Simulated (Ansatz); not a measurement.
# How Pd(100) screens a field

Where does the screening charge of Pd(100) sit?

Program: Ansatz 0.2.0. Level of theory: plane-wave DFT, PBE, Ansatz PAW. Results are calculated unless marked as measured.

This is a report of a sequence of runs, with most program output left out.

**1. The starting structure**

The cell holds 6 atoms: 6 Pd. Cell: a = 2.751 Å, b = 2.751 Å, c = 27.725 Å, α = 90.0°, β = 90.0°, γ = 90.0°. Vacuum lies along c.

**2. Single point, field 0**

A sawtooth potential applies the field, turning back in the middle of the vacuum. With the dipole correction the typed value is the field outside the slab. The induced dipole is small, so the SCF threshold is tight.

input.yaml

```yaml
crystal:
  lattice:
    - [2.7506453788, 0.0, 0.0]
    - [0.0, 2.7506453788, 0.0]
    - [0.0, 0.0, 27.725]
  atoms:
    - { symbol: Pd, position: [0.5, 0.5, 0.3246167719] }
    - { symbol: Pd, position: [0.0, 0.0, 0.3947700631] }
    - { symbol: Pd, position: [0.5, 0.5, 0.4649233544] }
    - { symbol: Pd, position: [0.0, 0.0, 0.5350766456] }
    - { symbol: Pd, position: [0.5, 0.5, 0.6052299369] }
    - { symbol: Pd, position: [0.0, 0.0, 0.6753832281] }
kpoints:
  mp_grid: { grid: [18, 18, 1] }
hamiltonian:
  xc: pbe
scf:
  occupations: { method: fermi_dirac, width: 0.1 }
  convergence: { dr2_threshold: 1.0e-10 }
efield:
  axis: 3
  dipole_correction: true
  ramp_position: 0.97
  ramp_width: 0.06
  amplitude: 0
output:
  forces: true
  write_potential: true
  write_density: true
  volumetric_format: npy
```

Started as:

```console
> ansatz run input.yaml --threads 4 --pin off --max-ram 6144MiB --backend cpu --events-out ev --progress --plain --runs-dir out
```

It took 26 s on 4 threads of Arm Neoverse V2, shared host; peak memory 0.82 GiB; 100 s of CPU time.

Numbers from this step:

```yaml
energy_at_zero_smearing: -41835.6207 eV
work_function_upper_face: 5.089 eV
dipole_along_the_normal: 1.23e-7 e·Å
```

Running mean over 1.945 Å of the planar mean; the ramp of the sawtooth is left out. Table of electron's electrostatic potential energy less the Fermi level by z:

z (Å), electron's electrostatic potential energy less the Fermi level (eV) and a bar from the least value:
```
        4       5.09 ##############################
        5       5.09 ##############################
        6       5.05 ##############################
        7       4.52 #############################
        8      -1.68 ###############
        9      -8.07 #
       10      -8.47 
       11      -8.62 
       12      -8.67 
       13      -8.68 
       14      -8.68 
       15      -8.68 
       16      -8.66 
       17      -8.58 
       18      -8.45 #
       19      -7.37 ###
       20       0.99 #####################
       21       4.82 #############################
       22       5.07 ##############################
       23       5.09 ##############################
       24       5.09 ##############################
```

Force by atom:

```
atom  x (eV/Å)  y (eV/Å)  z (eV/Å)   size
 Pd1     0.000     0.000    -0.213  0.213
 Pd2     0.000     0.000    -0.122  0.122
 Pd3     0.000     0.000    -0.033  0.033
 Pd4     0.000     0.000     0.033  0.033
 Pd5     0.000     0.000     0.122  0.122
 Pd6     0.000     0.000     0.213  0.213
```

The work function of the upper face is 5.09 eV.

**3. Single point, field 0.05 V/Å**

Changes to input.yaml since step 2:

```diff
@@ -24,3 +24,3 @@
   ramp_width: 0.06
-  amplitude: 0
+  amplitude: 0.05
 output:
```

It took 25 s on 4 threads; peak memory 0.8 GiB; 99 s of CPU time.

The dipole is 0.0268 e·Å.

**4. Atoms held, field -0.05 V/Å**

Changes to input.yaml since step 3:

```diff
@@ -24,3 +24,3 @@
   ramp_width: 0.06
-  amplitude: 0.05
+  amplitude: -0.05
 output:
```

It took 26 s on 4 threads; peak memory 0.8 GiB; 1.7 min of CPU time.

The dipole is -0.0268 e·Å.

**5. Atoms held, field 0.1 V/Å**

Changes to input.yaml since step 4:

```diff
@@ -24,3 +24,3 @@
   ramp_width: 0.06
-  amplitude: -0.05
+  amplitude: 0.1
 output:
```

Run time: 26 s. Hardware: 4 threads; peak memory 0.8 GiB.

The dipole is 0.0536 e·Å.

**6. Atoms held, field -0.1 V/Å**

Changes to input.yaml since step 5:

```diff
@@ -24,3 +24,3 @@
   ramp_width: 0.06
-  amplitude: 0.1
+  amplitude: -0.1
 output:
```

The job ended after 25 s (4 threads; peak memory 0.8 GiB).

The dipole is -0.0536 e·Å.

**7. Single point, field 0.2 V/Å**

Changes to input.yaml since step 6:

```diff
@@ -24,3 +24,3 @@
   ramp_width: 0.06
-  amplitude: -0.1
+  amplitude: 0.2
 output:
```

Run time: 29 s. Hardware: 4 threads; peak memory 0.81 GiB; 1.9 min of CPU time.

The dipole is 0.107 e·Å.

**8. Atoms held, field -0.2 V/Å**

Changes to input.yaml since step 7:

```diff
@@ -24,3 +24,3 @@
   ramp_width: 0.06
-  amplitude: 0.2
+  amplitude: -0.2
 output:
```

The job ended after 29 s (4 threads; peak memory 0.81 GiB; 1.9 min of CPU time).

The dipole is -0.107 e·Å.

**9. Single point, field 0.4 V/Å**

Changes to input.yaml since step 8:

```diff
@@ -24,3 +24,3 @@
   ramp_width: 0.06
-  amplitude: -0.2
+  amplitude: 0.4
 output:
@@ -30 +30,2 @@
   volumetric_format: npy
+  elf: true
```

It took 28 s on 4 threads; peak memory 0.8 GiB; 1.8 min of CPU time.

Running mean over 1.945 Å of the planar mean, with the applied field; the ramp of the sawtooth is left out. Table of electron's electrostatic potential energy less the Fermi level by z:

```
z (Å)  electron's electrostatic potential energy less the Fermi level (eV)
    4                                                                 3.72
    5                                                                 4.12
    6                                                                 4.47
    7                                                                 4.28
    8                                                                -1.72
    9                                                                -8.07
   10                                                                -8.48
   11                                                                -8.62
   12                                                                -8.67
   13                                                                -8.68
   14                                                                -8.68
   15                                                                -8.68
   16                                                                -8.66
   17                                                                -8.58
   18                                                                -8.44
   19                                                                -7.37
   20                                                                 1.08
   21                                                                 5.16
   22                                                                 5.78
   23                                                                 6.20
   24                                                                 6.60
```

The dipole is 0.214 e·Å.

**10. The response**

This step: plane-wave DFT, PBE, Ansatz PAW; screening of a field by a metal slab (Ansatz 0.2.0).

The dipoles give the slope, and the difference of two potentials shows where the field is screened.

Numbers from this step:

- equivalent conductor thickness p/(ε₀AE): 12.81 Å
- distance between the outer atoms: 9.725 Å
- inner field over outer field: -0.001439
- image plane, upper face: 1.521 Å
- induced electrons on the upper face over ε₀E: -1.003
- image plane, lower face: 1.521 Å
- induced electrons on the lower face over ε₀E: 1.003

The dipole of the cell by applied field:

```
applied field (V/Å)  dipole of the cell (e·Å)
             -0.200                    -0.107
             -0.100                   -0.0536
             -0.050                   -0.0268
              0.000                         0
              0.050                    0.0268
              0.100                    0.0536
              0.200                     0.107
              0.400                     0.214
```

Local field over the applied field, running mean. From the potentials at -0.05 and 0.05 V/Å; running mean over 1.945 Å. Local field over applied field against z:

z (Å), local field over applied field and a bar from the least value:
```
      4.5      0.997 ##############################
      5.0      0.992 ##############################
      5.5      0.980 #############################
      6.0      0.949 #############################
      6.5      0.878 ##########################
      7.0      0.734 ######################
      7.5      0.511 ################
      8.0      0.282 #########
      8.5      0.097 ###
      9.0     -0.002 
      9.5     -0.012 
     10.0     -0.003 
     10.5      0.007 #
     11.0      0.007 #
     11.5      0.003 #
     12.0      0.001 
     12.5     -0.001 
     13.0     -0.001 
     13.5     -0.002 
     14.0     -0.001 
     14.5     -0.002 
     15.0     -0.001 
     15.5      0.000 
     16.0      0.002 #
     16.5      0.006 #
     17.0      0.008 #
     17.5      0.003 #
     18.0     -0.007 
     18.5     -0.015 
     19.0      0.041 ##
     19.5      0.191 ######
     20.0      0.404 ############
     20.5      0.642 ###################
     21.0      0.824 #########################
     21.5      0.924 ############################
     22.0      0.969 #############################
     22.5      0.988 ##############################
     23.0      0.996 ##############################
     23.5      0.998 ##############################
```

The induced electron density oscillates, so the rows of the table below give means over windows of 0.5 Å about each position, cut where the curve ends. Its maxima inside the range that stand out by 2 % of the span (Å: e/Å³ per V/Å): 7.94: 0.00431, 8.95: 5.4e-4, 10.54: 2.9e-4, 11.26: 2.8e-4, 16.75: 2.8e-4, 18.34: 5.0e-4, 19.06: 6.9e-4. Its minima: 8.66: -6.9e-4, 9.39: -5.0e-4, 10.97: -2.8e-4, 16.46: -2.8e-4, 17.18: -2.9e-4, 18.77: -5.4e-4, 19.78: -0.00431.

Electrons, planar mean, per unit field. Induced electron density against z; means over each step:

```
z (Å)  induced electron density (e/Å³ per V/Å)
  4.5                                   1.8e-5
  5.0                                   5.1e-5
  5.5                                   1.3e-4
  6.0                                   3.4e-4
  6.5                                   8.2e-4
  7.0                                  0.00183
  7.5                                  0.00337
  8.0                                  0.00396
  8.5                                   7.9e-4
  9.0                                   9.4e-5
  9.5                                  -3.2e-4
 10.0                                  -2.4e-4
 10.5                                   1.3e-4
 11.0                                  -4.2e-5
 11.5                                   1.1e-4
 12.0                                  -1.2e-6
 12.5                                   1.1e-5
 13.0                                  -2.9e-5
 13.5                                   4.2e-5
 14.0                                  -1.9e-5
 14.5                                  -1.9e-5
 15.0                                   2.5e-5
 15.5                                  -1.4e-5
 16.0                                  -1.5e-5
 16.5                                  -9.5e-5
 17.0                                  -5.9e-5
 17.5                                   1.1e-4
 18.0                                   2.4e-4
 18.5                                   9.6e-5
 19.0                                   4.9e-5
 19.5                                 -0.00292
 20.0                                 -0.00394
 20.5                                 -0.00248
 21.0                                 -0.00120
 21.5                                  -5.1e-4
 22.0                                  -2.1e-4
 22.5                                  -7.8e-5
 23.0                                  -2.9e-5
 23.5                                  -1.1e-5
```

By hand: between -0.05 and 0.05 V/Å the dipole changes by 0.05355 e·Å, a slope of 0.5355 e·Å²/V. A perfect conductor of thickness t has p = ε₀AEt, so t = 180.95 × 0.5355 / 7.566 = 12.81 Å (e/ε₀ = 180.95 V·Å, A in Å²). Less the 9.72 Å between the outer atoms, and halved, that puts each image plane 1.54 Å out.

The induced dipole is that of a conductor 12.81 Å thick.

**11. A changed input**

This step: plane-wave DFT, PBE, Ansatz PAW (Ansatz 0.2.0).

A run with a changed input: it repeats the earlier run at 0.05 V/Å with efield.dipole_correction from true to false.

Changes to input.yaml since step 9:

```diff
@@ -21,6 +21,6 @@
   axis: 3
-  dipole_correction: true
+  dipole_correction: false
   ramp_position: 0.97
   ramp_width: 0.06
-  amplitude: 0.4
+  amplitude: 0.05
 output:
@@ -30,2 +30 @@
   volumetric_format: npy
-  elf: true
```

The job ended after 23 s (4 threads; peak memory 0.83 GiB; 92 s of CPU time).

```
                     quantity  this run  earlier run  difference
dipole along the normal (e·Å)   0.04976      0.02677       0.023
```

With the dipole correction off, the periodic images add a field of their own to the typed one.

It moves by +0.023 e·Å.

These numbers are not those of the isolated slab.

**12. A changed input**

An input spoilt on purpose, to show how the run answers: it repeats the earlier run at 0.05 V/Å with scf.max_iter to 5.

Changes to input.yaml since step 11:

```diff
@@ -19,5 +19,6 @@
   convergence: { dr2_threshold: 1.0e-10 }
+  max_iter: 5
 efield:
   axis: 3
-  dipole_correction: false
+  dipole_correction: true
   ramp_position: 0.97
```

Wall time 20 s (4 threads); peak memory 0.76 GiB; 78 s of CPU time.

Residual by cycle:

cycle, log10 residual and a bar from the least value:
```
        1        1.5 ##############################
        2        1.5 ##############################
        3        0.1 #################
        4       -0.4 ############
        5       -1.8
```

The run stopped without converging, so none of its numbers is a property of the system.

After 5 cycles the residual stands at 0.016. The cap of 5 cycles in the input ended the loop.

The program's message: “Error: did not converge after 5 iterations: dr2 = 1.63e-2 (threshold 1.00e-10), under the density mixer `msr1`, which `scf.mixing.algorithm: auto` chose by the deck's other keys (type `scf.mixing.algo …”

The fault put into the input: too few SCF iterations.

**13. What came out**

| Property | Result |
| --- | --- |
| work function | 5.09 eV |
| image plane, upper face | 1.52 Å |
| induced electrons on the upper face over ε₀E | -1.00 |
| equivalent conductor thickness p/(ε₀AE) | 12.8 Å |
| inner field over outer field | -0.00144 |

The induced charge has its centre 1.52 Å outside the outermost atoms; this is the plane from which a capacitor's gap or an image potential counts. The equivalent conductor thickness exceeds the distance between the outer atoms by 3.08 Å, about the sum of the two image-plane distances. In the middle of the slab the field is screened to under 0.5 % of its outer value. The atoms are held at bulk positions with the tabulated experimental lattice constant.

[Logs are printed without paths, hosts, clocks, repeated set-up lines and the standing remarks that a program may print on its own settings, such as how far it seeks lower states.]

[Hosts, paths, dates, database ids (printed as entryN), source tags and the programs' standing remarks are cut or masked in the printed files.]

[Maps of the electrostatic potential energy from Ansatz leave out the sawtooth potential of an applied field or a dipole correction, so their vacuum need not be flat; planar profiles and work functions include it.]
